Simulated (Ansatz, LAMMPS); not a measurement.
## Molecular dynamics of a frame of liquid (Li,Na,Cs)(Cl,I) from 1200 K, run at 600 K (60 atoms)

How do the atoms of a frame of liquid (Li,Na,Cs)(Cl,I) from 1200 K, run at 600 K (60 atoms) move, and what local order do they keep?

Main program and level: Ansatz 0.2.0; Kohn-Sham DFT, revPBE, PAW (set soft_2), plane waves.

**1. The starting structure**

The cell holds 60 atoms: 10 Li, 16 Na, 4 Cs, 21 Cl and 9 I. Its edges and angles: a = 12.968 Å, b = 12.968 Å, c = 12.968 Å, α = 90.0°, β = 90.0°, γ = 90.0°. 60 atoms (10 Li, 16 Na, 4 Cs, 21 Cl, 9 I) placed at random at 2.17 g/cm³, melted at 1800 K for 10 ps at fixed volume with the Lennard-Jones and Coulomb ion parameters for SPC/E (Joung and Cheatham, J. Phys. Chem. B 112, 9020 (2008)), full charges. Snapshot at the end of a hold of 20 ps at 1200 K and fixed volume.

What the set-up can't give: The starting topology of bonds comes from the classical model, and needn't be the one that DFT or experiment would give. The cell was made at 1200 K but the dynamics is set to 600 K: the trajectory isn't one at 1200 K. The ion parameters were fitted for water, not for melts, so the starting structure of this cell may lie well off the real melt's. The Brillouin zone is sampled at Γ only, in a cell whose shortest periodic width is 13 Å. Spin–orbit coupling is left out, which matters for the levels of the heavy elements.

**2. Dynamics at 600 K**

A Nosé–Hoover thermostat steers the temperature while disturbing the dynamics little. The time step is 1.0 fs.

Input file input.yaml:

```yaml
crystal:
  lattice:
    - [12.9684, 0.0, 0.0]
    - [0.0, 12.9684, 0.0]
    - [0.0, 0.0, 12.9684]
  atoms:
    - { symbol: Li, position: [0.36603, 0.08431, 0.71147] }
    - { symbol: Li, position: [0.81256, 0.07986, 0.6222] }
    - { symbol: Li, position: [0.39127, 0.36453, 0.40753] }
    - { symbol: Li, position: [0.54148, 0.59568, 0.32238] }
    [... 50 atom lines left out ...]
    - { symbol: I, position: [0.92588, 0.76582, 0.15214] }
    - { symbol: I, position: [0.42022, 0.83924, 0.77976] }
    - { symbol: I, position: [0.89107, 0.28793, 0.21342] }
    - { symbol: I, position: [0.00956, 0.00833, 0.49444] }
    - { symbol: I, position: [0.81245, 0.33836, 0.58972] }
    - { symbol: I, position: [0.32517, 0.66958, 0.33228] }
kpoints:
  mp_grid: { grid: [1, 1, 1] }
hamiltonian:
  xc: revpbe
scf:
  occupations: { method: fixed }
output:
  forces: true
md:
  timestep: 1.0
  n_steps: 134
  ensemble: nvt_nose_hoover
  temperature: 600
  initial_velocities: maxwell_boltzmann
  seed: 3534
```

Command:

```console
> ansatz run input.yaml --threads 4 --pin off --max-ram 8192MiB --backend cpu --events-out ev --progress --plain --runs-dir out
```

The job ended after 17 min (4 threads of Arm Neoverse V2, shared host; peak memory 2.4 GiB).

The program notes that it switched symmetry off.

Rows from the run:

```tsv
time (fs)	T (K)	potential (meV/atom)	conserved (meV/atom)
0.0	600	0.0	0.00
9.0	638	-4.8	0.00
18.0	661	-7.9	0.00
27.0	671	-9.3	0.00
36.0	689	-12.1	0.00
45.0	698	-13.9	-0.01
54.0	683	-12.9	0.00
63.0	664	-11.5	0.00
71.0	658	-12.0	0.00
80.0	662	-13.9	0.00
89.0	669	-16.6	0.00
98.0	659	-17.2	0.00
107.0	648	-17.9	0.00
116.0	683	-24.6	0.00
125.0	714	-31.1	-0.01
134.0	711	-33.3	-0.01
```

Mean square displacement from the first frame to the last: Li 1.2 Å², Na 0.72 Å², Cs 0.065 Å², Cl 0.40 Å², I 0.17 Å².

The mean square displacement by time lag:

```tsv
time lag (fs)	Cl (Å²)	Cs (Å²)	I (Å²)	Li (Å²)	Na (Å²)
1.0	4.9e-5	6.8e-6	1.1e-5	2.8e-4	7.5e-5
3.0	4.4e-4	6.1e-5	1.0e-4	0.00253	6.8e-4
6.0	0.00176	2.4e-4	4.1e-4	0.0101	0.00270
12.0	0.00697	9.6e-4	0.00163	0.0396	0.0107
14.0	0.00946	0.00130	0.00222	0.0534	0.0145
17.0	0.0139	0.00191	0.00326	0.0773	0.0213
20.0	0.0190	0.00261	0.00449	0.105	0.0293
23.0	0.0249	0.00342	0.00590	0.135	0.0385
28.0	0.0364	0.00496	0.00867	0.190	0.0563
31.0	0.0441	0.00600	0.0106	0.226	0.0684
34.0	0.0523	0.00712	0.0126	0.262	0.0815
36.0	0.0582	0.00791	0.0141	0.287	0.0907
39.0	0.0673	0.00915	0.0164	0.325	0.105
45.0	0.0869	0.0118	0.0215	0.401	0.137
47.0	0.0938	0.0128	0.0234	0.426	0.148
50.0	0.104	0.0142	0.0263	0.463	0.165
53.0	0.115	0.0157	0.0294	0.501	0.183
56.0	0.126	0.0173	0.0326	0.537	0.201
61.0	0.145	0.0201	0.0383	0.598	0.232
64.0	0.156	0.0218	0.0420	0.634	0.251
67.0	0.168	0.0236	0.0458	0.669	0.271
```

Over the second half of 134 fs the temperature averages 674 K, rising from about 660 to 710 K (means over the first and last quarter of that half). The conserved energy stays within 0.01 meV/atom. From first frame to last Li has the largest mean square displacement, 1.2 Å² at the end; the farthest move is 1.76 Å. The run spans 0.13 ps, too short for its means to be equilibrium values.

**3. Distances and neighbours late in the run**

The g(r) is a mean over the second half.

Density 2.17 g/cm³, 36.35 Å³ an atom.

Mean of 15 frames. Pair distribution functions g(r), in bins of 0.2 Å:

```tsv
r (Å)	total	Cl-Cl	Cl-Na	Cl-Li	Cl-I	Cl-Cs	Na-Na
2.00	0.05	0.00	0.00	0.45	0.00	0.00	0.00
2.20	0.49	0.00	0.20	3.92	0.00	0.00	0.00
2.40	0.80	0.00	0.55	5.47	0.00	0.00	0.00
2.60	1.67	0.00	5.95	2.90	0.00	0.00	0.00
2.80	1.21	0.00	4.54	1.16	0.00	0.00	0.00
3.00	1.11	0.17	2.64	1.70	0.00	0.00	0.00
3.20	0.73	0.28	1.10	0.77	0.00	1.31	0.47
3.40	1.01	0.38	1.01	0.38	0.00	5.00	0.81
3.60	0.83	0.95	0.56	0.30	0.24	3.63	0.73
3.80	0.96	1.45	0.36	0.25	1.08	1.94	1.17
4.00	1.06	2.11	0.27	0.16	1.76	0.56	0.70
4.20	1.17	2.42	0.16	0.05	2.52	1.25	1.50
4.40	1.15	2.13	0.67	0.32	2.00	0.21	1.33
4.60	1.03	1.03	0.34	0.70	1.73	0.20	2.37
4.80	0.96	0.71	0.55	0.65	2.18	0.68	0.81
5.00	1.10	1.21	0.63	1.09	1.96	0.49	0.89
5.20	0.86	0.78	0.54	1.01	0.92	0.36	1.49
5.40	0.86	0.82	0.80	1.33	0.18	0.56	1.17
5.60	1.04	0.82	1.13	1.54	1.16	0.37	1.64
5.80	1.00	0.87	1.03	1.46	0.70	0.82	0.97
6.00	1.02	0.76	1.38	1.20	0.60	1.45	0.51
6.20	0.97	0.66	1.38	1.10	0.64	1.90	0.16
6.40	0.94	0.67	1.13	1.08	1.14	1.20	0.23
```

**4. Single point at the last frame**

The last frame is solved again with fuller output, to read the electronic structure of a thermally displaced geometry.

Input file input.yaml:

```yaml
crystal:
  lattice:
    - [12.9684, 0.0, 0.0]
    - [0.0, 12.9684, 0.0]
    - [0.0, 0.0, 12.9684]
  atoms:
    - { symbol: Li, position: [0.41304, 0.04067, 0.76077] }
    - { symbol: Li, position: [0.79962, 0.12341, 0.70372] }
    - { symbol: Li, position: [0.34339, 0.44563, 0.3656] }
    - { symbol: Li, position: [0.57453, 0.64043, 0.28486] }
    [... 50 atom lines left out ...]
    - { symbol: I, position: [0.94014, 0.74997, 0.13308] }
    - { symbol: I, position: [0.44456, 0.85342, 0.80712] }
    - { symbol: I, position: [0.90348, 0.29168, 0.20766] }
    - { symbol: I, position: [0.01665, 0.99404, 0.47305] }
    - { symbol: I, position: [0.82237, 0.35759, 0.58696] }
    - { symbol: I, position: [0.2889, 0.67202, 0.32367] }
kpoints:
  mp_grid: { grid: [1, 1, 1] }
hamiltonian:
  xc: revpbe
scf:
  occupations: { method: fixed }
output:
  forces: true
  stress: true
  populations: true
  dos:
    method: { smearing: { sigma: 0.15 } }
    de: 0.1
    projected: { site_lists: { Cl: [Cl], Cs: [Cs], I: [I], Li: [Li], Na: [Na] } }
  eigenvalues: true
  write_density: true
  write_potential: true
  volumetric_format: npy
  elf: true
```

Elapsed: 22 s, on 4 threads; peak memory 2.4 GiB.

The program notes that the exchange-correlation potential is rough where the density is thin.

Numbers from this run:

| Item | Value |
| --- | --- |
| free energy | -139070.5158 eV |
| free energy per atom | -2317.8419 eV/atom |
| SCF cycles | 8 |
| pressure | 0.5678 GPa |
| r.m.s. force component | 0.3163 eV/Å |
| longest force | 1.221 eV/Å |
| Fermi energy | 0.7744 eV |
| gap (highest filled to lowest empty level) | 3.409 eV |
| spilling of the projection | 0.002885 |

Length of the force by element:

```tsv
element	coordination	atoms	mean length of the force (eV/Å)	spread	least	most
Cl	all	21	0.498	0.226	0.155	0.885
Cs	all	4	0.335	0.183	0.0803	0.589
I	all	9	0.524	0.242	0.199	0.948
Li	all	10	0.643	0.322	0.215	1.22
Na	all	16	0.388	0.191	0.150	0.800
```

Löwdin charges by element (they lack the spilled electrons, 0.025 e an atom on average):

```tsv
element	coordination	atoms	mean charge (e)	spread	least	most
Cl	all	21	-0.706	0.0138	-0.731	-0.673
Cs	all	4	0.820	0.0146	0.805	0.844
I	all	9	-0.629	0.0132	-0.652	-0.607
Li	all	10	0.702	0.0079	0.681	0.712
Na	all	16	0.729	0.0207	0.694	0.760
```

Density of states as counts of states in windows of 1 eV (from the Fermi level), total and the larger projections:

```tsv
from (eV)	to (eV)	total	Cl p	I p	Cs p	Na s	Cl s	I s
-18	-15	0.0	0.0	0.0	0.0	0.0	0.0	0.0
-15	-14	4.2	0.0	0.0	0.0	0.1	3.9	0.0
-14	-13	29.7	0.0	0.0	0.0	0.8	28.1	0.0
-13	-12	8.1	0.0	0.0	0.0	0.2	7.7	0.0
-12	-11	3.4	0.0	0.0	0.0	0.1	0.0	3.2
-11	-10	14.6	0.0	0.0	0.0	0.3	0.0	13.8
-10	-9	0.0	0.0	0.0	0.0	0.0	0.0	0.0
-9	-8	0.1	0.0	0.0	0.1	0.0	0.0	0.0
-8	-7	23.9	0.2	0.1	23.4	0.0	0.0	0.1
-7	-4	0.0	0.0	0.0	0.0	0.0	0.0	0.0
-4	-3	1.9	1.7	0.1	0.0	0.0	0.0	0.0
-3	-2	54.6	49.0	2.2	0.1	1.5	0.1	0.0
-2	-1	79.4	57.0	19.4	0.2	1.1	0.1	0.0
-1	0	43.1	13.4	28.8	0.1	0.3	0.0	0.0
0	1	1.0	0.2	0.8	0.0	0.0	0.0	0.0
1	3	0.0	0.0	0.0	0.0	0.0	0.0	0.0
3	4	2.0	0.0	0.0	0.0	1.0	0.2	0.1
4	5	14.6	0.6	0.5	0.0	6.2	0.5	0.3
```

With fixed occupations the program's Fermi level is the highest filled level; weight inside the gap is the broadening of levels at its edges.

Between -26 and -18 eV lie 104 more states.

The stored curve holds about 368 of the 510 electrons; the rest, give or take the few that broadening carries across the Fermi level, lie in deeper levels below its range.

The levels nearest the highest filled one (over half full), pooled over k-points and spins:

```tsv
level less the highest filled one (eV)	occupation
-0.393	2
-0.368	2
-0.315	2
-0.210	2
-0.155	2
0	2
3.41	0
4.38	0
4.54	0
4.62	0
4.67	0
4.87	0
```

Mean Löwdin charges: Cl -0.71, Cs +0.82, I -0.63, Li +0.70, Na +0.73 e. The largest share in the top eV of filled states is I p (67 % of the projected weight), and in the lowest eV of empty states Na s (60 % of the projected weight).

**5. Outcome**

```
mean temperature, second half                                : 673.6 K
temperature swing, second half                               : 22.63 K
slope of the conserved energy against time, by least squares : -0.0098 meV/atom/ps
free energy per atom                                         : -2317.8419 eV/atom
pressure                                                     : 0.5678 GPa
r.m.s. force component                                       : 0.3163 eV/Å
gap (highest filled to lowest empty level)             : 3.409 eV
wall time of the 2 DFT runs                                  : 17 min
```

What this shows: Over the second half of 134 fs the temperature averages 674 K, rising from about 660 to 710 K (means over the first and last quarter of that half). The conserved energy stays within 0.01 meV/atom. The run spans 0.13 ps, too short for its means to be equilibrium values. Filled and empty levels are parted by 3.41 eV (at Γ alone); a semilocal functional tends to put such gaps too low. In a disordered cell it changes from sample to sample and from frame to frame.

**Limits.** The pressure of a single frame lacks the kinetic term, about 0.26 GPa here.

[Logs are printed without paths, hosts, clocks, repeated set-up lines and the standing remarks that a program may print on its own settings, such as how far it seeks lower states.]

[Hosts, paths, dates, database ids (printed as entryN), source tags and the programs' standing remarks are cut or masked in the printed files.]
